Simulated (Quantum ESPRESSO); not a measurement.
# Voltage at the next charge: Pb(111), 4 layers, one monolayer of Li on fcc sites against an electrode

How the rows were computed: Quantum ESPRESSO 7.5, PBE, GBRV ultrasoft; ESM with bc3, a metal electrode 5.69 Å above the top atoms; cell area 10.610 Å²; ions fixed. V is the potential energy of an electron at the electrode over the slab's Fermi level, divided by e, so that it equals the work function at zero charge; positive charge removes electrons.

| charge (e a cell) | V (V) |
| --- | --- |
| 0 | 3.294 |
| 0.0159 | 4.262 |
| 0.0318 | 5.266 |

One more run was made and is withheld. What is V at a charge of 0.0637 e, and what capacitance do the rows imply?

**Worked estimate.** The last two rows give dV/dq = (5.266 − 4.262)/(0.0318 − 0.0159) = 63.1 V/e, so C = 1602/(10.610 × 63.1) = 2.39 µF/cm², an effective gap of 8.854/2.39 = 3.70 Å. At constant C, V = 5.266 + 63.1 × 0.0319 = 7.28 V.

**Check.** V = 7.373 V; the estimate misses by −0.09 V, 4.4 % of the step. Over the three intervals C goes 2.48, 2.39 and 2.29 µF/cm²: it falls as electrons leave, the surface charge drawing back towards the atoms.

**Limits.** Vacuum fills the gap; a dielectric or electrolyte would change C. The slab is thin.
